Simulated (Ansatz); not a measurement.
# AgGeF3 (model cell, started as cubic perovskite with Ge in the octahedra): following an unstable mode

Which phase does AgGeF3 (model cell, started as cubic perovskite with Ge in the octahedra) fall into along its unstable mode, and how much energy does it gain?

Main program and level: Ansatz 0.2.0; DFT PBEsol, scalar-relativistic, plane waves, PAW; PAW set soft_1.

This is a report of a sequence of runs, with most program output left out.

The structure was built from a prototype and need not be the compound's stable phase.

**1. The starting structure**

It takes space group Pm-3m (No. 221, cubic). The conventional cell has a = 4.264 Å, b = 4.264 Å, c = 4.264 Å, α = 90.00°, β = 90.00°, γ = 90.00°. Nearest to Ag lie 12 F at 3.02 Å. Ge has 6 F at 2.13 Å nearest. Nearest to F lie 2 Ge at 2.13 Å. Farther neighbours and most contacts between anions are not listed.

**2. The dispersion**

The cell comes from relaxations at this level that are not shown. Stability and thermal properties need the whole zone. Linear response on a 4×4×4 q mesh gives force constants as far as a supercell of that size would.

The input, input.yaml:

```yaml
crystal:
  lattice:
    - [4.2639971677, 0.0, 0.0]
    - [0.0, 4.2639971677, 0.0]
    - [0.0, 0.0, 4.2639971677]
  atoms:
    - { symbol: Ag, position: [0.0, 0.0, 0.0] }
    - { symbol: Ge, position: [0.5, 0.5, 0.5] }
    - { symbol: F, position: [0.5, 0.5, 0.0] }
    - { symbol: F, position: [0.5, 0.0, 0.5] }
    - { symbol: F, position: [0.0, 0.5, 0.5] }
kpoints:
  mp_grid: { grid: [8, 8, 8] }
hamiltonian:
  xc: pbesol
  pseudopotentials: { kind: paw, azcp: { folder: soft_1 }, xc_functional: pbe }
scf:
  occupations: { method: methfessel_paxton, width: 0.2 }
output:
  eigenvalues: true
phonons:
  method: dfpt
  qmesh: [4, 4, 4]
  temperatures: { t_max: 1000, t_step: 50 }
  qpath:
    path:
      - [[0.0, 0.0, 0.0], [0.0, 0.5, 0.0], [0.5, 0.5, 0.0], [0.0, 0.0, 0.0], [0.5, 0.5, 0.5], [0.0, 0.5, 0.0]]
      - [[0.5, 0.5, 0.5], [0.5, 0.5, 0.0]]
    npoints: 10
```

Started as:

```sh
> ansatz run input.yaml --threads 4 --pin off --max-ram 16384MiB --backend cpu --events-out ev --progress --plain --runs-dir out
```

Wall time 16 min (4 threads of Arm Neoverse V2, shared host); peak memory 2.8 GiB; 64 min of CPU time.

This step gave:

```
volume per atom                                         : 15.51 Å³
gap on the k-mesh                                       : 0 eV
sum-rule residual before enforcement                    : 2.05e-5 eV/Å²
lowest frequency on the path                            : -189.9 cm⁻¹
point group                                             : m-3m
highest frequency on the path or at a solved wavevector : 344.4 cm⁻¹
highest optical mode at the zone centre (no LO-TO term) : 122.2 cm⁻¹
lowest optical zone-centre mode                         : -189.9 cm⁻¹
lowest mode on the q mesh (acoustic modes at Γ apart)   : -189.9 cm⁻¹
```

Frequencies (cm⁻¹) solved at each irreducible wavevector; negative means imaginary. Frequencies by wavevector, by row:

```
q in reciprocal lattice units  star  mode 1  mode 2  mode 3  mode 4  mode 13  mode 14  mode 15
                        0 0 0     1  -189.9  -189.9  -189.9   -79.3    122.2    122.2    122.2
                     0 0 0.25     6  -187.4  -187.4    -108   -76.5    114.4    162.1    226.8
                     0 0 -0.5     3  -185.5  -185.5  -105.1   -75.1    102.4    227.4    325.5
                  0 0.25 0.25    12  -184.2  -114.8  -106.9   -88.4    167.6    224.7    235.2
                  0 0.25 -0.5    12  -181.5  -122.2   -94.9   -84.9    228.1    229.1    326.3
                  0 -0.5 -0.5     3  -177.9  -134.6   -89.3   -89.3    224.3    322.6      343
               0.25 0.25 0.25     8  -116.5  -116.5  -110.9   -60.9    222.5    222.5      251
               0.25 0.25 -0.5    12  -124.3  -120.8  -115.7   -61.8    225.2    245.5    331.3
               0.25 -0.5 -0.5     6  -135.8  -123.7  -123.7   -62.5    226.1    322.1    327.4
               -0.5 -0.5 -0.5     1  -137.1  -137.1  -137.1   -62.4    216.2    321.3    321.3
```

Interpolated from a 4×4×4 q mesh. Phonon branches along the path, in cm⁻¹:

```
    point  branch 1  branch 2  branch 3  branch 4  branch 12  branch 13  branch 14  branch 15
        Γ      -190      -190      -190       -79          0        122        122        122
  halfway      -187      -187      -108       -76        114        114        162        227
        X      -186      -186      -105       -75        102        102        227        326
  halfway      -182      -122       -95       -85        160        228        229        326
        M      -178      -135       -89       -89        224        224        322        343
  halfway      -184      -115      -107       -88        150        168        225        235
        Γ      -190      -190      -190       -79          0        122        122        122
  halfway      -116      -116      -111       -61        165        222        222        251
        R      -137      -137      -137       -62        214        216        321        321
  halfway      -124      -121      -116       -62        220        225        246        331
        X      -186      -186      -105       -75        102        102        227        326
jump to R      -137      -137      -137       -62        214        216        321        321
  halfway      -136      -124      -124       -62        220        226        322        327
        M      -178      -135       -89       -89        224        224        322        343
```

Symmetry leaves 10 wavevectors to solve. The lowest mode among them, the acoustic zeros apart, lies at Γ and is imaginary, 189.9i cm⁻¹, so the energy falls along it.

**3. The mode frozen in, largest atomic shift 0 Å**

The mode followed lies at Γ with frequency 189.9i cm⁻¹ and is 3-fold degenerate, the softest among the wavevectors solved. At small amplitude the distorted cell has space group no. 99 by a symmetry search on the positions. The undistorted cell that holds it gives the zero of energy on the same k mesh.

input.yaml, the sections that differ from step 2:

```yaml
output:
  forces: true
  stress: true
  eigenvalues: true
# crystal, kpoints, hamiltonian, scf: as in step 2
# phonons: removed
```

Wall time 1.7 s (4 threads); peak memory 0.36 GiB; 6 s of CPU time.

Numbers from this step:

- pressure: 0.008908 GPa
- energy from the undistorted cell: 0 meV/atom

The run ends at a pressure of 0.01 GPa.

**4. The mode frozen in, largest atomic shift 0.22 Å**

The atoms are moved along the unstable eigenvector, the largest shift by 0.22 Å, with the cell fixed.

input.yaml, the sections that differ from step 3:

```yaml
crystal:
  lattice:
    - [4.2639971677, 0.0, 0.0]
    - [0.0, 4.2639971677, 0.0]
    - [0.0, 0.0, 4.2639971677]
  atoms:
    - { symbol: Ag, position: [0.0, -0.000729651, 0.0] }
    - { symbol: Ge, position: [0.5, 0.5062428414, 0.5] }
    - { symbol: F, position: [0.5, 0.5159357346, 0.0] }
    - { symbol: F, position: [0.5, -0.051594781, 0.5] }
    - { symbol: F, position: [0.0, 0.5159357346, 0.5] }
# kpoints, hamiltonian, scf, output: as in step 3
```

Wall time 6.5 s (4 threads); peak memory 0.4 GiB; 25 s of CPU time.

This step gave:

```
pressure                         : 1.132 GPa
energy from the undistorted cell : -6.822 meV/atom
```

The energy, extrapolated to zero smearing, is -6.82 meV/atom against the undistorted cell.

The run ends at a pressure of 1.13 GPa, with forces up to 0.40 eV/Å.

**5. Energy along the mode, all amplitudes (two of the runs are shown above)**

An imaginary frequency means negative curvature, so the energy should fall and then rise again as anharmonic terms take over.

This step gave:

```
depth at the lowest point sampled  : 6.822 meV/atom
largest atomic shift at that point : 0.22 Å
```

The energy from the parent by largest atomic shift:

```
largest atomic shift (Å)  energy from the parent (meV/atom)
                   0.000                                  0
                   0.040                             -0.495
                   0.080                              -1.87
                   0.140                              -4.79
                   0.220                              -6.82
                   0.320                               5.75
```

Displacement at unit largest shift by atom:

```
atom  x (Å)  y (Å)  z (Å)  size
 Ag1   0.00  -0.01   0.00  0.01
 Ge2   0.00   0.12   0.00  0.12
  F3   0.00   0.31   0.00  0.31
  F4   0.00  -1.00   0.00  1.00
  F5   0.00   0.31   0.00  0.31
```

The lowest of the steps tried is at 0.22 Å, 6.82 meV/atom below the parent; the bottom of the well need not coincide with a step.

**6. Relaxing from the distorted cell**

Starting from the lowest point found, all atoms and the cell are let go, so that strain and other modes of the same symmetry can join in.

input.yaml: that of step 4 with these lines changed.

```diff
@@ -22 +22,6 @@
   eigenvalues: true
+relax:
+  adjacent_minimum: "off"
+  f_tol: 0.002
+  max_steps: 120
+  cell: { stress_tol: 0.03 }
```

Run time: 3 min. Hardware: 4 threads; peak memory 0.45 GiB.

Relaxation path (22 of 32):

```
step  energy less that of the first step (eV)  largest force component (eV/Å)  pressure (GPa)  volume (Å³)
   1                                   0.0000                          0.3989            1.13        77.53
   2                                  -0.0280                          0.2268            0.15        78.71
   4                                  -0.3326                          0.7223           -1.97        82.90
   5                                  -0.3974                          0.3571            1.21        82.60
   7                                  -0.4143                          0.1132           -0.47        86.73
   8                                  -0.4202                          0.0477            0.14        86.42
  10                                  -0.4199                          0.0042            0.00        86.96
  11                                  -0.4199                          0.0003            0.00        86.97
  13                                  -0.4796                          0.0261            0.26        90.06
  14                                  -0.4786                          0.0346            0.15        92.45
  16                                  -0.4774                          0.0015            0.01        92.92
  17                                  -0.4770                          0.0007            0.00        93.06
  19                                  -0.4958                          0.0054            0.04        94.39
  20                                  -0.4946                          0.0056            0.00        95.24
  22                                  -0.4946                          0.0925            0.11        95.15
  23                                  -0.4946                          0.0017           -0.01        95.25
 25*                                  -0.4994                          0.0023            0.03        95.18
  26                                  -0.4989                          0.0023            0.02        95.68
 28*                                  -0.4999                          0.0013            0.01        96.06
  29                                  -0.4994                          0.0022            0.00        96.41
  31                                  -0.4994                          0.0009            0.00        96.43
 32*                                  -0.5000                          0.0011            0.00        96.43
```

Relaxation steps marked * repeat the geometry before them on a plane-wave basis chosen anew for their cell, so energy and pressure can jump there. Other such steps can lie between the rows shown. Relaxation steps 15, 22, 30 were tried and not accepted.

Forces are held to the 8 operations that the run works with; a distortion that breaks them can't arise in this run.

```
     cell as run  before  after   change
           a (Å)   4.264  4.346   +1.9 %
           b (Å)   4.264  5.105  +19.7 %
           c (Å)   4.264  4.346   +1.9 %
volume (Å³/atom)   15.51  19.29  +24.4 %
```

The atoms that moved most (Å, as changes of fractional coordinates times the final cell):

```
atom     dx      dy     dz  length
 Ag1  0.000  -0.917  0.000   0.917
  F3  0.000   0.477  0.000   0.477
  F5  0.000   0.477  0.000   0.477
  F4  0.000  -0.229  0.000   0.229
 Ge2  0.000   0.191  0.000   0.191
```

This step gave:

| Quantity | Value |
| --- | --- |
| pressure | 0.004029 GPa |
| gap on the k-mesh | 2.176 eV |
| volume per atom | 19.29 Å³ |

The distorted start has space group P4mm; the relaxation ends in P4mm.

**7. The new phase in its own primitive cell**

The relaxed structure is symmetrised, reduced to its primitive cell and relaxed tightly, as its phonons need.

input.yaml, the sections that differ from step 6:

```yaml
crystal:
  lattice:
    - [4.3463746893, 0.0, 0.0]
    - [0.0, 4.3463746893, 0.0]
    - [0.0, 0.0, 5.1047206831]
  atoms:
    - { symbol: Ag, position: [0.0, 0.0, 0.1803654101] }
    - { symbol: Ge, position: [0.5, 0.5, 0.4562933154] }
    - { symbol: F, position: [0.5, 0.0, 0.3905880059] }
    - { symbol: F, position: [0.5, 0.5, 0.096375384] }
    - { symbol: F, position: [0.0, 0.5, 0.3905880059] }
kpoints:
  mp_grid: { grid: [6, 6, 6] }
scf:
  occupations: { method: fixed }
relax:
  adjacent_minimum: "off"
  f_tol: 0.001
  max_steps: 60
  cell: { stress_tol: 0.01 }
# hamiltonian, output: as in step 6
```

Elapsed: 14 s, on 4 threads; peak memory 0.38 GiB; 52 s of CPU time.

The steps of the relaxation:

```
step  energy less that of the first step (eV)  largest force component (eV/Å)  pressure (GPa)  volume (Å³)
   1                                   0.0000                          0.0014            0.00        96.43
   2                                   0.0001                          0.0002            0.00        96.48
   3                                   0.0002                          0.0005            0.00        96.58
  4*                                   0.0000                          0.0005            0.00        96.58
```

Relaxation steps marked * repeat the geometry before them on a plane-wave basis chosen anew for their cell, so energy and pressure can jump there.

Forces are held to the 8 operations that the run works with; a distortion that breaks them can't arise in this run.

```
conventional cell, symmetrised  before  after  change
                         a (Å)   4.346  4.346  -0.0 %
                         b (Å)   4.346  4.346  -0.0 %
                         c (Å)   5.105  5.113  +0.2 %
              volume (Å³/atom)   19.29  19.32  +0.1 %
```

This step gave:

* pressure: 0.003488 GPa
* gap on the k-mesh: 2.182 eV
* volume per atom: 19.32 Å³
* direct gap on mesh: 3.506 eV

The largest force component left is 0.51 meV/Å and the pressure is 0.003 GPa, within the tolerances set. The cell now holds 19.32 Å³/atom.

[end of part 1 of 2]

[Logs are printed without paths, hosts, clocks, repeated set-up lines and the standing remarks that a program may print on its own settings, such as how far it seeks lower states.]

[Hosts, paths, dates, database ids (printed as entryN), source tags and the programs' standing remarks are cut or masked in the printed files.]
